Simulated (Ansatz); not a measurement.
## Stack of 2H-MoSSe under Hf2CO2 MXene, shifted by two thirds of the diagonal in a perpendicular field

What dipole does a perpendicular field induce in the stack of 2H-MoSSe under Hf2CO2 MXene, shifted by two thirds of the diagonal, and does the gap follow? A positive field points along +c.

Calculated with Ansatz 0.2.0; plane-wave DFT, PBE-D3(BJ), Ansatz PAW.

**1. Starting point**

The cell holds 8 atoms: 1 Se, 1 Mo, 1 S, 2 O, 2 Hf and 1 C. Its edges and angles: a = 3.269 Å, b = 3.269 Å, c = 53.596 Å, α = 90.0°, β = 90.0°, γ = 120.0°. Regions: layer 1: 2H-MoSSe, 3 atoms (1 Se, 1 Mo and 1 S); layer 2: Hf2CO2 MXene, 5 atoms (2 O, 2 Hf and 1 C). Vacuum lies along c.

As a file:

```cif
data_structure
_symmetry_space_group_name_H-M 'P 1'
_symmetry_Int_Tables_number 1
_cell_length_a 3.2695
_cell_length_b 3.2695
_cell_length_c 53.5960
_cell_angle_alpha 90.000
_cell_angle_beta 90.000
_cell_angle_gamma 120.000
_cell_volume 496.16
loop_
_atom_site_label
_atom_site_type_symbol
_atom_site_fract_x
_atom_site_fract_y
_atom_site_fract_z
_atom_site_occupancy
Se1 Se 0.33333 0.66667 0.39462 1
Mo2 Mo 0.00000 0.00000 0.42836 1
S3 S 0.33333 0.66667 0.45793 1
O4 O 0.00000 0.00000 0.51297 1
Hf5 Hf 0.33333 0.66667 0.53496 1
C6 C 0.66667 0.33333 0.55917 1
Hf7 Hf 0.00000 0.00000 0.58339 1
O8 O 0.33333 0.66667 0.60538 1
```

**2. Relaxing the slab**

The starting cell is a guess, so the in-plane lattice and the atoms are relaxed first, with the slab cut off from its images along the normal.

input.yaml

```yaml
crystal:
  lattice:
    - [3.2695, 0.0, 0.0]
    - [-1.63475, 2.8314700577, 0.0]
    - [0.0, 0.0, 53.596018176]
  atoms:
    - { symbol: Se, position: [0.3333333333, 0.6666666667, 0.3946188676] }
    - { symbol: Mo, position: [0.0, 0.0, 0.4283606553] }
    - { symbol: S, position: [0.3333333333, 0.6666666667, 0.4579271411] }
    - { symbol: O, position: [0.0, 0.0, 0.5129685435] }
    - { symbol: Hf, position: [0.3333333333, 0.6666666667, 0.5349612523] }
    - { symbol: C, position: [0.6666666667, 0.3333333333, 0.5591748379] }
    - { symbol: Hf, position: [0.0, 0.0, 0.5833884235] }
    - { symbol: O, position: [0.3333333333, 0.6666666667, 0.6053811324] }
  periodic: [true, true, false]
kpoints:
  mp_grid: { grid: [12, 12, 1] }
hamiltonian:
  xc: pbe
  dispersion: d3bj
scf:
  occupations: { method: fermi_dirac, width: 0.05 }
  convergence: { dr2_threshold: 1.0e-09 }
relax:
  f_tol: 0.004
  max_steps: 90
  cell: {}
output:
  write_potential: true
  write_density: true
  volumetric_format: npy
```

The run is started by

```sh
> ansatz run input.yaml --threads 2 --pin off --max-ram 3072MiB --backend cpu --events-out ev --progress --plain --runs-dir out
```

Numbers of over 12 decimals in the logs are rounded to 6 here.

The program printed:

```text
Warning: relax.cell: scf.convergence.dr2_threshold = 1e-9 eV is looser than the 1.7639780205e-10 eV advised for a relaxation that steers and ends on the stress (1e-10 eV for each atom of the cell: 8, times the square of relax.cell.stress_2d_tol = 0.05 N/m over 21.3 Å (the atoms' height at the walk's start and 5 Å past either face), 2.348e-2 GPa, over a crystal's default 0.05). What an SCF threshold leaves in a stress goes as its square root, and in the free energy as the threshold itself, and one threshold admits the most on a small cell: [figures from the program's tests cut] Set scf.convergence.dr2_threshold to 1.7639780205e-10 eV or tighter. [rest of the remark cut]
Engine: ansatz 0.2.0, x86_64-unknown-linux-gnu
Pseudopotentials: kind: paw
Pseudopotential: Se, paw, valence charge 16, recommended cutoff 420 eV (normal), Se.paw.azcp
Pseudopotential: Mo, paw, valence charge 14, recommended cutoff 420 eV (normal), Mo.paw.azcp
Pseudopotential: S, paw, valence charge 6, recommended cutoff 420 eV (normal), S.paw.azcp
Pseudopotential: O, paw, valence charge 6, recommended cutoff 420 eV (normal), O.paw.azcp
Pseudopotential: Hf, paw, valence charge 26, recommended cutoff 420 eV (normal), Hf.paw.azcp
Pseudopotential: C, paw, valence charge 4, recommended cutoff 420 eV (normal), C.paw.azcp
Functional definition: PBE
  parameter kappa = 0.804
  parameter beta = 0.066725
  exchange = pbe_x(kappa = kappa, mu = beta*pi^2/3)
  correlation = pbe_c(beta = beta)
Crystal: 8 atoms, lattice volume = 496.165 Å³
Basis set: ecut = 420 eV, 9887 PW (Γ), exchange–correlation on 48×48×720 points (8 copies of the dense FFT grid, shifted against one another)
Bands: 63, of which v1, the nominal top of the filled ones, is band 52 counted from 1 (51 counted from 0)
Symmetry: 6 space group operations
Space group: P3m1 (ITA 156), of the structure as read, at distance tolerance 7.9e-5 Å
k-points: 19 of 144 (time reversal used)
Non-local potential: Se, projectors of the file, l = 0: 2, l = 1: 2, l = 2: 3, l = 3: 1
Non-local potential: Mo, projectors of the file, l = 0: 3, l = 1: 2, l = 2: 2, l = 3: 1
Non-local potential: S, projectors of the file, l = 0: 2, l = 1: 2, l = 2: 2
Non-local potential: O, projectors of the file, l = 0: 2, l = 1: 2, l = 2: 1
Non-local potential: Hf, projectors of the file, l = 0: 3, l = 1: 2, l = 2: 2, l = 3: 3
Non-local potential: C, projectors of the file, l = 0: 2, l = 1: 2, l = 2: 1
PAW form: soft (Blöchl's): semilocal exchange-correlation on the pseudo side does not see the compensation charge
PAW one-centre angular grid: Se, 590 points (default); XC on 64 Gauss nodes
PAW one-centre angular grid: Mo, 590 points (default); XC on 64 Gauss nodes
PAW one-centre angular grid: S, 110 points (default); XC on 64 Gauss nodes
PAW one-centre angular grid: O, 110 points (default); XC on 64 Gauss nodes
PAW one-centre angular grid: Hf, 590 points (default); XC on 64 Gauss nodes
PAW one-centre angular grid: C, 110 points (default); XC on 64 Gauss nodes
Initial density: superposition of atomic densities (neutral atoms: chi_scale 0, normalization atom), corrected by the library's trained network
Initial wavefunctions: pseudopotential atomic-orbital guess
Functional: x = pbe(κ = 0.804, μ = 0.219515), c = pbe(β = 0.066725)
SCF iter   1: F=—  HF=-44165.576224 eV  |F-HF|=—  |Δ(HF+E_count)|=         —  Δρ=3.64e-3  dr2=8.25e-1  ethr=1.77e-3  ⟨swp⟩=12.4  Hψ=7141  notcnv=0  defer=22
preconditioner: auto → Resta (q_TF=auto, 2.103 Å⁻¹)  ε∞=2.5  [insulator: Δε(μ)=0.761 eV  Ē_g=11.454 eV  σ=0.050 eV  W_gap=1.00  n_scr=34 (ndim 8)  ℏωp=13.9 eV  f_vac=0.732  D(μ)=0.00/eV (n_scr^D=0)  ε∞_Penn≈2.5  vacuum switching on, ρ_ref=9.5e-3 e/Å³]
SCF iter   2: F=—  HF=-44165.923240 eV  |F-HF|=—  |Δ(HF+E_count)|=   3.47e-1  Δρ=9.54e-3  dr2=2.49e1  ethr=7.94e-4  ⟨swp⟩=4.7  Hψ=2257  notcnv=0  defer=73  recentre
preconditioner: auto → LDOS  [metal: Δε(μ)=0.026 eV  Ē_g=11.744 eV  σ=0.050 eV  W_gap=0.13  n_scr=34 (ndim 8)  ℏωp=13.9 eV  f_vac=0.733  D(μ)=4.24/eV (n_scr^D=20)  β→1.0]
SCF iter   3: F=—  HF=-44165.550442 eV  |F-HF|=—  |Δ(HF+E_count)|=   3.73e-1  Δρ=2.46e-3  dr2=4.76e-1  ethr=7.94e-4  ⟨swp⟩=4.1  Hψ=1994  notcnv=0  defer=63
SCF iter   4: F=—  HF=-44165.524997 eV  |F-HF|=—  |Δ(HF+E_count)|=   2.54e-2  Δρ=1.14e-3  dr2=1.66e-1  ethr=4.58e-4  ⟨swp⟩=3.0  Hψ=1835  notcnv=0  defer=76
SCF iter   5: F=—  HF=-44165.519926 eV  |F-HF|=—  |Δ(HF+E_count)|=   5.07e-3  Δρ=7.22e-4  dr2=1.16e-1  ethr=1.59e-4  ⟨swp⟩=2.2  Hψ=1500  notcnv=0  defer=77
SCF iter   6: F=—  HF=-44165.513734 eV  |F-HF|=—  |Δ(HF+E_count)|=   6.19e-3  Δρ=5.12e-4  dr2=6.36e-2  ethr=1.11e-4  ⟨swp⟩=1.4  Hψ=1199  notcnv=0  defer=77
SCF iter   7: F=—  HF=-44165.509359 eV  |F-HF|=—  |Δ(HF+E_count)|=   4.37e-3  Δρ=2.50e-4  dr2=5.00e-4  ethr=6.12e-5  ⟨swp⟩=1.9  Hψ=1543  notcnv=0  defer=79
SCF iter   8: F=—  HF=-44165.509632 eV  |F-HF|=—  |Δ(HF+E_count)|=   2.72e-4  Δρ=1.91e-4  dr2=8.46e-4  ethr=4.81e-7  ⟨swp⟩=3.8  Hψ=2577  notcnv=0  defer=79
SCF iter   9: F=—  HF=-44165.509592 eV  |F-HF|=—  |Δ(HF+E_count)|=   3.96e-5  Δρ=9.23e-5  dr2=7.22e-4  ethr=4.81e-7  ⟨swp⟩=2.9  Hψ=1752  notcnv=0  defer=79
SCF iter  10: F=—  HF=-44165.509638 eV  |F-HF|=—  |Δ(HF+E_count)|=   4.60e-5  Δρ=8.92e-5  dr2=1.68e-3  ethr=4.81e-7  ⟨swp⟩=2.8  Hψ=1570  notcnv=0  defer=79  recentre
SCF iter  11: F=—  HF=-44165.509580 eV  |F-HF|=—  |Δ(HF+E_count)|=   5.80e-5  Δρ=4.54e-5  dr2=3.08e-4  ethr=4.81e-7  ⟨swp⟩=2.6  Hψ=1515  notcnv=0  defer=79
SCF iter  12: F=—  HF=-44165.509567 eV  |F-HF|=—  |Δ(HF+E_count)|=   1.29e-5  Δρ=1.20e-5  dr2=8.68e-6  ethr=2.97e-7  ⟨swp⟩=1.2  Hψ=1147  notcnv=0  defer=79
SCF iter  13: F=—  HF=-44165.509367 eV  |F-HF|=—  |Δ(HF+E_count)|=   2.00e-4  Δρ=5.50e-6  dr2=4.56e-7  ethr=8.35e-9  ⟨swp⟩=2.8  Hψ=1754  notcnv=0  defer=79
SCF iter  14: F=—  HF=-44165.509367 eV  |F-HF|=—  |Δ(HF+E_count)|=   1.53e-7  Δρ=6.85e-6  dr2=1.71e-6  ethr=4.39e-10  ⟨swp⟩=3.4  Hψ=2596  notcnv=0  defer=79
SCF iter  15: F=—  HF=-44165.509367 eV  |F-HF|=—  |Δ(HF+E_count)|=   4.81e-8  Δρ=2.58e-6  dr2=4.88e-8  ethr=4.39e-10  ⟨swp⟩=2.9  Hψ=1761  notcnv=0  defer=79
SCF iter  16: F=—  HF=-44165.509367 eV  |F-HF|=—  |Δ(HF+E_count)|=   3.67e-9  Δρ=4.61e-7  dr2=1.47e-9  ethr=4.69e-11  ⟨swp⟩=3.1  Hψ=2383  notcnv=0  defer=79
SCF iter  17: F=-44165.509367 eV  HF=-44165.509367 eV  |F-HF|=3.64e-10  |Δ(HF+E_count)|=   4.24e-9  Δρ=1.94e-7  dr2=6.79e-10  ethr=1.00e-12  ⟨swp⟩=13.6  Hψ=11788  notcnv=0
SCF 1 converged in 17 iterations: F = -44165.509367 eV  dr2 = 6.79e-10
[...]
relax step   9: F+E_penalty+E_count = -44166.58852144 eV  Δ(F+E_penalty+E_count) = -4.042e-6 eV  max|allowed force component| = 4.258e-3 eV/Å  Δτ_max = 0.0034 Å  P = -0.001 N/m  Ω = 490.192 Å³  energy of the carried Pulay correction = +2.705e-3 eV  fix = [c, alpha, beta]  reactions: c -0.000 N/m  (10 SCF iters, accepted)
relax step  10: F+E_penalty+E_count = -44166.58851748 eV  Δ(F+E_penalty+E_count) = +3.960e-6 eV  max|allowed force component| = 2.471e-3 eV/Å  Δτ_max = 0.0003 Å  P = -0.005 N/m  Ω = 490.201 Å³  energy of the carried Pulay correction = +2.701e-3 eV  fix = [c, alpha, beta]  reactions: c -0.000 N/m  (7 SCF iters, accepted)
relax step  11: F+E_penalty+E_count = -44166.58603991 eV  Δ(F+E_penalty+E_count) = +2.478e-3 eV  max|allowed force component| = 1.854e-3 eV/Å  Δτ_max = 0.0000 Å  P = -0.063 N/m  Ω = 490.201 Å³  fix = [c, alpha, beta]  reactions: c -0.000 N/m  stress off target by 6.32e-2 N/m on what of the cell is left free  SCF on the basis re-selected at this cell (its energy is not comparable with the rows above)  (6 SCF iters)
relax step  12: F+E_penalty+E_count = -44166.58614775 eV  Δ(F+E_penalty+E_count) = -1.078e-4 eV  max|allowed force component| = 7.556e-3 eV/Å  Δτ_max = 0.0007 Å  P = +0.090 N/m  Ω = 489.951 Å³  energy of the carried Pulay correction = +1.123e-4 eV  fix = [c, alpha, beta]  (8 SCF iters, rejected (line search))
relax step  13: F+E_penalty+E_count = -44166.58609386 eV  Δ(F+E_penalty+E_count) = -5.395e-5 eV  max|allowed force component| = 3.831e-4 eV/Å  Δτ_max = 0.0005 Å  P = -0.001 N/m  Ω = 490.090 Å³  energy of the carried Pulay correction = +4.981e-5 eV  fix = [c, alpha, beta]  reactions: c -0.000 N/m  (7 SCF iters, accepted)
iter 1 solved again at ethr=2.69e-7 eV; its pass at ethr=3.10e-3 eV (dr2=2.79e-4 eV) is discarded
SCF iter   1: F=—  HF=-44166.586226 eV  |F-HF|=—  |Δ(HF+E_count)|=         —  Δρ=1.81e-6  dr2=2.44e-8  ethr=2.69e-7  ⟨swp⟩=7.0  Hψ=13484  notcnv=0  defer=1
eigensolver tolerance schedule: the retry pair's looser diagonalisation over-reported the residual by 11436.68 of it (diagonalisation noise at 112.79 of the residual, at the tolerance the schedule requests for it); recorded, not acted on — ethr = c·dr2/N_el stays at c = 1.0e-1
preconditioner: auto → Resta (q_TF=auto, 2.107 Å⁻¹)  ε∞=2.4  [insulator: Δε(μ)=0.696 eV  Ē_g=11.812 eV  σ=0.050 eV  W_gap=1.00  n_scr=34 (ndim 8)  ℏωp=14.0 eV  f_vac=0.745  D(μ)=0.00/eV (n_scr^D=0)  ε∞_Penn≈2.4  vacuum switching on, ρ_ref=1.0e-2 e/Å³]
SCF iter   2: F=—  HF=-44166.586032 eV  |F-HF|=—  |Δ(HF+E_count)|=   1.94e-4  Δρ=1.38e-6  dr2=3.27e-8  ethr=2.35e-11  ⟨swp⟩=7.5  Hψ=5991  notcnv=0
SCF iter   3: F=—  HF=-44166.586032 eV  |F-HF|=—  |Δ(HF+E_count)|=   4.27e-9  Δρ=8.03e-7  dr2=3.30e-9  ethr=2.35e-11  ⟨swp⟩=2.9  Hψ=1547  notcnv=0
SCF iter   4: F=—  HF=-44166.586032 eV  |F-HF|=—  |Δ(HF+E_count)|=  1.46e-11  Δρ=5.35e-7  dr2=2.12e-9  ethr=3.18e-12  ⟨swp⟩=3.2  Hψ=1941  notcnv=0
SCF iter   5: F=—  HF=-44166.586032 eV  |F-HF|=—  |Δ(HF+E_count)|=  2.62e-10  Δρ=2.02e-7  dr2=1.31e-9  ethr=2.04e-12  ⟨swp⟩=3.0  Hψ=2330  notcnv=0
SCF iter   6: F=-44166.586032 eV  HF=-44166.586032 eV  |F-HF|=1.05e-9  |Δ(HF+E_count)|=  5.46e-10  Δρ=8.95e-8  dr2=1.17e-10  ethr=1.00e-12  ⟨swp⟩=18.9  Hψ=11349  notcnv=0
SCF 14 converged in 6 iterations: F = -44166.586032 eV  dr2 = 1.17e-10
relax step  14: F+E_penalty+E_count = -44166.58603190 eV  Δ(F+E_penalty+E_count) = +6.196e-5 eV  max|allowed force component| = 3.829e-4 eV/Å  Δτ_max = 0.0000 Å  P = -0.002 N/m  Ω = 490.090 Å³  fix = [c, alpha, beta]  reactions: c -0.000 N/m  stress off target by 1.69e-3 N/m on what of the cell is left free  SCF on the basis re-selected at this cell (its energy is not comparable with the rows above)  (6 SCF iters)
basis re-selected at this cell: Δ(F+E_penalty+E_count) = +6.196e-5 eV, ΔP = -0.001 N/m vs the last step (what re-selecting the basis moved, of the pressure what is left beyond the Pulay correction that the steps carried, after the strain that the cell walked since its last selection, with what the two solves' SCF thresholds leave and, on support functions, any second-order correction that the steps lacked; it is no m [...]
WARN: The output density's exchange-correlation potential varies sharply where the density is thin. Do not read a vacuum level from v_tot or v_xc, or from such a field of the output density. On a cell that repeats whose density bears no net charge and no dipole along the vacuum's axis use v_es (v_loc + v_h of the components); under efield.dipole_correction with no amplitude use v_es + v_field, which holds any externa [...]
SCF converged after 6 iterations
Free energy (F): -44166.586032 eV
Harris-Foulkes:  -44166.586032 eV  (|F-HF|=1.05e-9)
Internal energy: -44166.586008 eV  (E = F + TS)
E sigma→0 (E₀):  -44166.586020 eV
Entropy (-TS):   -0.000024 eV (-0.003 meV/atom)
Fermi energy:    -4.569488 eV
--- Per-component energies (eV) ---
  E_band       = -2532.796259
  E_kinetic    = 1951.253334
  E_local      = -1004710.293284  (includes V_loc(G=0)·N_el)
  E_nonlocal   = -2788.243858
  E_hartree    = 500686.318639
  E_xc         = -1182.225397
  E_vxc        = -1197.224563  (∫ρ·V_xc dr)
  E_paw        = -19983.139683  (= ΣΔE_a)
  E_vpaw       = 2839.065911  (= ΣTr[D̂ρ^β])
  E_aug_tail   = 0.004334  (compensation charges beyond the density's cutoff)
  E_ewald      = 481861.988776
  E_disp       = -2.248869  (pairwise vdW)
  E_smearing   = -0.000024  (= −TS)
  E_closure    = -0.000000  (closes the sum)
  Σ components = -44166.586032   (vs F -44166.586032, Δ=0.00e0)
--- Forces (eV/Å), atoms counted from 1 ---
  atom   1  Se     0.00000000     0.00000000     0.00000220
  atom   2  Mo    -0.00000000     0.00000000     0.00028297
  atom   3  S      0.00000000     0.00000000    -0.00038294
  atom   4  O     -0.00000000    -0.00000000     0.00024722
  atom   5  Hf     0.00000000    -0.00000000     0.00001394
  atom   6  C      0.00000000    -0.00000000    -0.00005122
  atom   7  Hf     0.00000000     0.00000000    -0.00028176
  atom   8  O      0.00000000     0.00000000     0.00016948
  max |Σ_I F_I| component: 1.15e-7 eV/Å
--- 2D stress c σ (N/m, compression-positive) ---
       -0.001689       0.000000      -0.000000
       -0.000000      -0.001689      -0.000000
       -0.000000      -0.000000      -0.000000
  P = ½ c Tr σ = -0.0017 N/m
--- Band table (eV; the first three rows and the last of 19) ---
  k-point 0: bands = [... 48 lower, -6.3780, -5.4862, -4.9143, -4.9143, -2.9581, -2.9581, -2.6542, -2.6542, ... 7 higher]
  k-point 1: bands = [... 48 lower, -6.2384, -5.6397, -5.4354, -5.1714, -3.1299, -2.9628, -2.8576, -2.7106, ... 7 higher]
  k-point 2: bands = [... 48 lower, -6.6174, -6.0429, -5.8448, -5.6253, -3.6060, -3.1549, -3.0969, -3.0709, ... 7 higher]
  k-point 18: bands = [... 48 lower, -7.4344, -7.3861, -7.3772, -5.7787, -4.2182, -2.8928, -2.5097, -2.3130, ... 7 higher]
  the weakly bound empty levels are not read free of the cell's end (no_gap_told)
--- Relaxed structure (12 steps of the walk, 11 accepted, 2 SCFs on fresh bases) ---
  F+E_penalty+E_count = -44166.58603190 eV   max|allowed force component| = 3.829e-4 eV/Å   (the final SCF, on the basis selected at the relaxed cell)
  cell:  # Å, volume = 490.0904 Å³
    - [3.249425, -7.429237237332404e-19, 0]
    - [-1.624713, 2.814085, 0]
    - [0, 0, 53.596018176]
  atoms:
    - { symbol: Se, position: [0.333333, 0.666667, 0.402301] }
    - { symbol: Mo, position: [-7.306053295046598e-17, 1.7636355338020468e-17, 0.433969] }
    - { symbol: S, position: [0.333333, 0.666667, 0.462272] }
    - { symbol: O, position: [-8.410654033828119e-17, 1.763635533802048e-17, 0.512507] }
    - { symbol: Hf, position: [0.333333, 0.666667, 0.529915] }
    - { symbol: C, position: [0.666667, 0.333333, 0.555610] }
    - { symbol: Hf, position: [-8.707913116931645e-17, 1.7636355338020487e-17, 0.581294] }
    - { symbol: O, position: [0.333333, 0.666667, 0.598914] }
```

Run time: 19 min. Hardware: 2 threads of Intel Xeon at 2.50GHz (Skylake/Cascade Lake), shared host; peak memory 1.1 GiB.

Step by step:

```csv
step,energy less that of the first step (eV),largest force component (eV/Å),volume (Å³)
1,0.0000,4.5150,496.16
2,-0.6434,3.1714,490.42
3,-1.0306,0.1330,498.32
4,-1.0399,0.1262,497.23
5,-1.0684,0.1953,489.62
6,-1.0770,0.1067,489.83
7,-1.0789,0.0167,490.19
8,-1.0791,0.0050,490.19
9,-1.0792,0.0043,490.19
10,-1.0791,0.0025,490.20
11*,-1.0767,0.0019,490.20
12,-1.0768,0.0076,489.95
13,-1.0767,0.0004,490.09
14*,-1.0767,0.0004,490.09
```

Relaxation steps marked * repeat the geometry before them on a plane-wave basis chosen anew for their cell, so energy and pressure can jump there. Relaxation step 12 was tried and not accepted.

The run keeps the 6 symmetry operations that it works with, so distortions that break them were not tested.

```csv
cell as run,before,after,change
a (Å),3.269,3.249,-0.6 %
b (Å),3.269,3.249,-0.6 %
```

The atoms that moved most (Å, along periodic axes as changes of fractional coordinates times the final cell, across vacuum about the mean position):

| atom | dx | dy | dz | length |
| --- | --- | --- | --- | --- |
| Se1 | 0.000 | 0.000 | 0.412 | 0.412 |
| O8 | 0.000 | 0.000 | -0.347 | 0.347 |
| Mo2 | 0.000 | 0.000 | 0.301 | 0.301 |
| Hf5 | 0.000 | 0.000 | -0.270 | 0.270 |
| S3 | 0.000 | 0.000 | 0.233 | 0.233 |
| C6 | 0.000 | 0.000 | -0.191 | 0.191 |
| Hf7 | 0.000 | 0.000 | -0.112 | 0.112 |
| O4 | 0.000 | 0.000 | -0.025 | 0.025 |

The relaxed structure:

```cif
data_structure
_symmetry_space_group_name_H-M 'P 1'
_symmetry_Int_Tables_number 1
_cell_length_a 3.2494
_cell_length_b 3.2494
_cell_length_c 53.5960
_cell_angle_alpha 90.000
_cell_angle_beta 90.000
_cell_angle_gamma 120.000
_cell_volume 490.09
loop_
_atom_site_label
_atom_site_type_symbol
_atom_site_fract_x
_atom_site_fract_y
_atom_site_fract_z
_atom_site_occupancy
Se1 Se 0.33333 0.66667 0.40230 1
Mo2 Mo 0.00000 0.00000 0.43397 1
S3 S 0.33333 0.66667 0.46227 1
O4 O 0.00000 0.00000 0.51251 1
Hf5 Hf 0.33333 0.66667 0.52992 1
C6 C 0.66667 0.33333 0.55561 1
Hf7 Hf 0.00000 0.00000 0.58129 1
O8 O 0.33333 0.66667 0.59891 1
```

The lattice constant a goes from 3.269 to 3.249 Å.

(Continued in part 2 of 2.)

[Logs are printed without paths, hosts, clocks, repeated set-up lines and the standing remarks that a program may print on its own settings, such as how far it seeks lower states.]

[Hosts, paths, dates, database ids (printed as entryN), source tags and the programs' standing remarks are cut or masked in the printed files.]

[Maps of the electrostatic potential energy from Ansatz leave out the sawtooth potential of an applied field or a dipole correction, so their vacuum need not be flat; planar profiles and work functions include it.]
